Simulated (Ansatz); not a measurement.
# ZrTeSe monolayer, Janus: modes against uniaxial strain along the armchair direction, normal to a, with the width clamped, part 2 of 2

Aim: how do the optical modes of ZrTeSe monolayer, Janus shift and split under this strain?

Ansatz 0.2.0; DFT PBE, scalar-relativistic, plane waves, PAW; PAW set soft_1.

So far, highest optical mode at the zone centre (no LO-TO term) (cm⁻¹): step 5 (modes at rest) 236.

**7. Zone-centre modes of the member: uniaxial strain of +5 % along the armchair direction, normal to a, with the width clamped**

The zone-centre modes follow for uniaxial strain of +5 % along the armchair direction, normal to a, with the width clamped.

input.yaml reads:

```yaml
crystal:
  lattice:
    - [3.8889826561, 0.0, 0.0]
    - [-1.9444913281, 3.5363556636, 0.0]
    - [0.0, 0.0, 30.0]
  atoms:
    - { symbol: Zr, position: [0.0009050004, 0.0018100008, 0.3368807664] }
    - { symbol: Se, position: [0.3292392187, 0.6584784374, 0.384442731] }
    - { symbol: Te, position: [0.6698557809, 0.3397115619, 0.2753431692] }
  periodic: [true, true, false]
kpoints:
  mp_grid: { grid: [12, 12, 1] }
hamiltonian:
  xc: pbe
  pseudopotentials: { kind: paw, azcp: { folder: soft_1 } }
scf:
  occupations: { method: methfessel_paxton, width: 0.2 }
output:
  eigenvalues: true
phonons:
  method: dfpt
```

Started as:

```
$ ansatz run input.yaml --threads 4 --pin off --max-ram 16384MiB --backend cpu --events-out ev --progress --plain --runs-dir out
```

Numbers of over 12 decimals in the logs are rounded to 6 here.

The program printed:

```text
zone centre: on kpoints.mp_grid the ground state, and the responses unless they are solved on pairs of k-points, stand on 43 of the mesh's 144 k-points, reduced under 2 symmetry operations, with k and −k counted as one. Each operation leaves every solved displacement unchanged or reverses it
[...]
Crystal: 3 atoms, lattice volume = 412.585 Å³
Basis set: ecut = 420 eV, 8109 PW (Γ), exchange–correlation on 54×54×432 points (8 copies of the dense FFT grid, shifted against one another)
Bands: 27, of which v1, the nominal top of the filled ones, is band 22 counted from 1 (21 counted from 0)
Symmetry: 2 space group operations
k-points: 43 of 144 (time reversal used)
[...]
SCF iter   1: F=—  HF=-16636.690620 eV  |F-HF|=—  |Δ(HF+E_count)|=         —  Δρ=1.51e-2  dr2=1.49e0  ethr=3.10e-3  ⟨swp⟩=12.4  Hψ=7561  notcnv=0
[...]
SCF iter  13: F=-16636.320051 eV  HF=-16636.320051 eV  |F-HF|=2.26e-10  |Δ(HF+E_count)|=  3.24e-10  S|Δr|=    0.00e0  Δρ=2.30e-8  dr2=3.04e-12  ethr=1.00e-12  ⟨swp⟩=14.5  Hψ=8146  notcnv=0
SCF 1 converged in 13 iterations: F = -16636.320051 eV  dr2 = 3.04e-12
[...]
SCF converged after 13 iterations
[...]
Free energy (F): -16636.320051 eV
[...]
Internal energy: -16636.322880 eV  (E = F + TS)
E sigma→0 (E₀):  -16636.320758 eV
Entropy (-TS):   0.002829 eV (0.943 meV/atom)
Fermi energy:    -4.896531 eV
[...]
--- Band table (eV; the first three rows and the last of 43) ---
  k-point 0: bands = [... 18 lower, -7.7887, -6.3919, -5.0903, -4.7926, -4.5684, -4.2778, -3.7462, -1.3179, ... 1 higher]
  k-point 1: bands = [... 18 lower, -7.7633, -6.2765, -5.7142, -5.0868, -4.4197, -3.9669, -3.5515, -1.6983, ... 1 higher]
  k-point 2: bands = [... 18 lower, -7.7010, -6.7158, -6.0483, -5.4637, -4.4841, -3.5639, -3.2732, -2.1369, ... 1 higher]
  k-point 42: bands = [... 18 lower, -8.0930, -7.4824, -7.2646, -6.6520, -4.0277, -3.4805, -2.8608, -2.0416, ... 1 higher]
[...]
ASR residual: 8.031e-5 → 0.000e0 eV/Å²; symmetrization residual: 6.402e-5 eV/Å²
  ASR residual per site (eV/Å²): 8.03e-5 2.47e-5 4.27e-5
  Γ frequencies (cm⁻¹): 0.00 0.00 0.00 85.65 87.31 133.97 135.69 149.87 223.81
[...]
```

Run time: 2.4 min. Hardware: 4 threads of Arm Neoverse V2, shared host; peak memory 2 GiB; 9.2 min of CPU time.

Numbers from this step:

| Quantity | Value |
| --- | --- |
| sum-rule residual before enforcement | 8.03e-5 eV/Å² |
| point group | m |
| highest optical mode at the zone centre (no LO-TO term) | 223.8 cm⁻¹ |
| lowest optical zone-centre mode | 85.65 cm⁻¹ |

Patterns of degenerate modes are one choice out of their space. Modes at Γ, with each element's share of the kinetic energy:

```tsv
mode	frequency (cm⁻¹)	symmetry	Zr %	Se %	Te %
1	0.0	acoustic	31	27	43
2	0.0	acoustic	31	27	43
3	0.0	acoustic	31	27	43
4	85.7	A'	45	3	51
5	87.3	A''	46	3	51
6	134.0	A'	24	70	6
7	135.7	A''	24	70	6
8	149.9	A'	2	51	47
9	223.8	A'	67	22	10
```

The lowest optical mode is real, 85.7 cm⁻¹, and the highest lies at 223.8 cm⁻¹.

Between step 5 and this run (strain 5 %) the value for the highest optical mode at the zone centre (no LO-TO term) moves from 236 cm⁻¹ to 224 cm⁻¹ (-5 %).

**8. A member of the series: uniaxial strain of -3 % along the armchair direction, normal to a, with the width clamped**

The cell takes a uniaxial strain of -3 % along the armchair direction, normal to a, with the width clamped. The cell is held, and the atoms relax in it.

input.yaml, the sections that differ from step 7:

```yaml
crystal:
  lattice:
    - [3.8889826561, 0.0, 0.0]
    - [-1.9444913281, 3.2669190417, 0.0]
    - [0.0, 0.0, 30.0]
  atoms:
    - { symbol: Zr, position: [-0.0005431336, -0.0010862672, 0.3367085446] }
    - { symbol: Se, position: [0.3354799529, 0.6709599058, 0.3867541865] }
    - { symbol: Te, position: [0.6650631806, 0.3301263613, 0.2732039356] }
  periodic: [true, true, false]
output:
  forces: true
  stress: true
  eigenvalues: true
relax:
  adjacent_minimum: "off"
  f_tol: 0.001
  max_steps: 60
# kpoints, hamiltonian, scf: as in step 7
# phonons: removed
```

The program printed:

```text
[...]
Crystal: 3 atoms, lattice volume = 381.150 Å³
Basis set: ecut = 420 eV, 7465 PW (Γ), exchange–correlation on 54×54×432 points (8 copies of the dense FFT grid, shifted against one another)
Bands: 27, of which v1, the nominal top of the filled ones, is band 22 counted from 1 (21 counted from 0)
Symmetry: 2 space group operations
[...]
F+E_penalty+E_count = -16636.35067831 eV   max|allowed force component| = 3.871e-4 eV/Å
  cell:  # Å, volume = 381.1497 Å³
    - [3.8889826561, 2.976028774250914e-11, 0.0]
    - [-1.944491328075, 3.266919, 0.0]
    - [0.0, 0.0, 30.0]
  atoms:
    - { symbol: Zr, position: [-0.000914481, -0.00182896, 0.336705] }
    - { symbol: Se, position: [0.336666, 0.673332, 0.387101] }
    - { symbol: Te, position: [0.664249, 0.328497, 0.272860] }
[key lines of the parts left out:]
SCF converged after 5 iterations
Free energy (F): -16636.350678 eV
Fermi energy:    -4.887871 eV
P = ½ c Tr σ = 0.8639 N/m
```

Elapsed: 52 s, on 4 threads; peak memory 0.93 GiB; 3.4 min of CPU time.

The steps of the relaxation:

```tsv
step	energy less that of the first step (eV)	largest force component (eV/Å)
1	0.0000	0.0951
2	0.0017	0.1742
3	-0.0012	0.0083
4	-0.0012	0.0052
5	-0.0013	0.0004
```

Relaxation step 2 was tried and not accepted.

The run keeps the 2 symmetry operations that it works with, so distortions that break them were not tested.

The atoms that moved most (Å):

```tsv
atom	dx	dy	dz	length
Se2	0.000	0.008	0.010	0.013
Te3	0.000	-0.005	-0.010	0.012
```

Final coordinates:

```xyz
3
Lattice="3.8890 0.0000 0.0000 -1.9445 3.2669 0.0000 0.0000 0.0000 30.0000" Properties=species:S:1:pos:R:3
Zr    0.0000   -0.0060   10.1012
Se    0.0000    2.1997   11.6130
Te    1.9445    1.0732    8.1858
```

This step gave:

```
area per atom : 4.235 Å²
```

The largest force component left is 0.39 meV/Å.

**9. Modes of this member: uniaxial strain of -3 % along the armchair direction, normal to a, with the width clamped**

The zone-centre modes follow for uniaxial strain of -3 % along the armchair direction, normal to a, with the width clamped.

input.yaml, the sections that differ from step 8:

```yaml
crystal:
  lattice:
    - [3.8889826561, 0.0, 0.0]
    - [-1.9444913281, 3.2669190417, 0.0]
    - [0.0, 0.0, 30.0]
  atoms:
    - { symbol: Zr, position: [-0.0009144815, -0.0018289629, 0.33670531] }
    - { symbol: Se, position: [0.3366659251, 0.6733318503, 0.3871014147] }
    - { symbol: Te, position: [0.6642485563, 0.3284971125, 0.2728599419] }
  periodic: [true, true, false]
output:
  eigenvalues: true
phonons:
  method: dfpt
# kpoints, hamiltonian, scf: as in step 8
# relax: removed
```

The program printed:

```text
[...]
Crystal: 3 atoms, lattice volume = 381.150 Å³
Basis set: ecut = 420 eV, 7465 PW (Γ), exchange–correlation on 54×54×432 points (8 copies of the dense FFT grid, shifted against one another)
Bands: 27, of which v1, the nominal top of the filled ones, is band 22 counted from 1 (21 counted from 0)
Symmetry: 2 space group operations
k-points: 43 of 144 (time reversal used)
[...]
k-point 2: bands = [... 18 lower, -7.5910, -6.4528, -6.0135, -5.4911, -4.1613, -3.3848, -3.2778, -1.8025, ... 1 higher]
  k-point 42: bands = [... 18 lower, -7.9454, -7.6279, -7.2742, -6.7069, -3.7329, -3.2833, -2.6589, -1.6788, ... 1 higher]
[...]
ASR residual: 1.159e-4 → 0.000e0 eV/Å²; symmetrization residual: 1.961e-5 eV/Å²
  ASR residual per site (eV/Å²): 1.16e-4 3.41e-5 3.60e-5
  Γ frequencies (cm⁻¹): 0.00 0.00 0.00 90.59 93.74 142.42 147.51 154.73 244.32
[...]
[key lines of the parts left out:]
SCF converged after 12 iterations
Free energy (F): -16636.350678 eV
Fermi energy:    -4.887879 eV
```

Run time: 2.4 min. Hardware: 4 threads; peak memory 1.9 GiB; 9.4 min of CPU time.

This step gave:

```yaml
sum_rule_residual_before_enforcement: 1.16e-4 eV/Å²
highest_optical_mode_at_the_zone_centre_no_lo_to_term: 244.3 cm⁻¹
lowest_optical_zone_centre_mode: 90.59 cm⁻¹
```

Patterns of degenerate modes are one choice out of their space. Modes at Γ, with each element's share of the kinetic energy:

```tsv
mode	frequency (cm⁻¹)	symmetry	Zr %	Se %	Te %
1	0.0	acoustic	31	27	43
2	0.0	acoustic	31	27	43
3	0.0	acoustic	31	27	43
4	90.6	A'	36	9	55
5	93.7	A''	31	13	56
6	142.4	A'	33	65	2
7	147.5	A''	38	61	1
8	154.7	A'	3	48	49
9	244.3	A'	66	25	9
```

The lowest optical mode is real, 90.6 cm⁻¹, and the highest lies at 244.3 cm⁻¹.

Between step 5 and this run (strain -3 %) the value for the highest optical mode at the zone centre (no LO-TO term) moves from 236 cm⁻¹ to 244 cm⁻¹ (+3 %).

**10. All members side by side**

The members are set side by side, also those not shown above.

Energies are extrapolated to zero smearing, and E0 is that at rest; the cell is clamped and the atoms are relaxed; all runs use 12×12×1 k points and Methfessel-Paxton smearing of 0.2 eV. State of the crystal along the series:

```tsv
strain (%)	E - E0 (meV/atom)
-3	6.098
-2	2.834
-1	0.7714
0	0
1	0.6258
2	2.624
3	5.874
4	10.32
5	15.97
```

Optical modes are counted from below at rest and tracked from member to member by their patterns, and modes that stay within 0.3 cm⁻¹ of each other stand once; labels, where given, are those at rest, then, where named, those of the strained cell; the cell is clamped and the atoms are relaxed; all runs use 12×12×1 k points and Methfessel-Paxton smearing of 0.2 eV. Optical modes along the series:

```tsv
strain (%)	optical mode 1 E to A'' single part (cm⁻¹)	optical mode 2 E to A' single part (cm⁻¹)	optical mode 3 E to A'' single part (cm⁻¹)	optical mode 4 E to A' single part (cm⁻¹)	optical mode 5 A1 to A' (cm⁻¹)	optical mode 6 A1 to A' (cm⁻¹)
-3	93.74	90.59	147.5	142.4	154.7	244.3
-2	93.47	91.53	145.4	142.7	153.8	241.6
-1	93.31	92.51	143.8	142.9	153.6	238.9
0	93.25	93.25	142.8	142.8	153.7	236.3
1	92.83	93.02	141.6	141.8	153.4	233.7
2	91.67	91.56	140	139.8	152.4	231
3	90.14	89.43	138.4	137.5	151.4	228.5
4	88.71	87.37	137	135.6	150.6	226.2
5	87.31	85.65	135.7	134	149.9	223.8
```

Value and slope at zero strain of a cubic (a lower polynomial where under five rows exist) through the rows within 2 % of rest. Slopes at rest:

```tsv
mode	frequency (cm⁻¹)	shift per percent of strain (cm⁻¹)
optical mode 1 E to A'' single part	93.2	-0.17
optical mode 2 E to A' single part	93.2	0.34
optical mode 3 E to A'' single part	142.8	-1.06
optical mode 4 E to A' single part	142.8	-0.48
optical mode 5 A1 to A'	153.6	-0.02
optical mode 6 A1 to A'	236.3	-2.63
```

**11. Summary of results**

- members: 9
- highest optical mode at the zone centre (no LO-TO term), at rest: 236.3 cm⁻¹
- optical mode 3 E to A'' single part, shift per percent: -1.06 cm⁻¹
- optical mode 4 E to A' single part, shift per percent: -0.48 cm⁻¹
- optical mode 5 A1 to A', shift per percent: -0.02 cm⁻¹
- optical mode 6 A1 to A', shift per percent: -2.63 cm⁻¹

**Reading.** The strain lowers the symmetry: the level at 142.8 cm⁻¹ splits, into 135.7 and 134.0 cm⁻¹ at +5 %. Within 2 % of rest several modes bend away from a straight line, so single slopes hold only near rest. The fastest shift in the table of slopes is -2.6 cm⁻¹ for each percent (optical mode 6 A1 to A'). The width is clamped, so the contraction across the strain that a free sheet shows is left out. These are harmonic frequencies at zero temperature: anharmonic shifts, linewidths and thermal expansion are left out. Spin-orbit coupling is left out, which can matter for the heavy elements here. With no gap, or one that is small against the smearing, the frequencies hang on the k mesh and the smearing, most of all near Kohn anomalies. A semilocal functional can close a gap that the real compound would have, so the metallic treatment may be an artefact of the level. The starting cell was built on a prototype and not taken from a measurement. Only the zone centre was solved, so an instability at another wavevector cannot show here.

[Logs are printed without paths, hosts, clocks, repeated set-up lines and the standing remarks that a program may print on its own settings, such as how far it seeks lower states.]

[Hosts, paths, dates, database ids (printed as entryN), source tags and the programs' standing remarks are cut or masked in the printed files.]
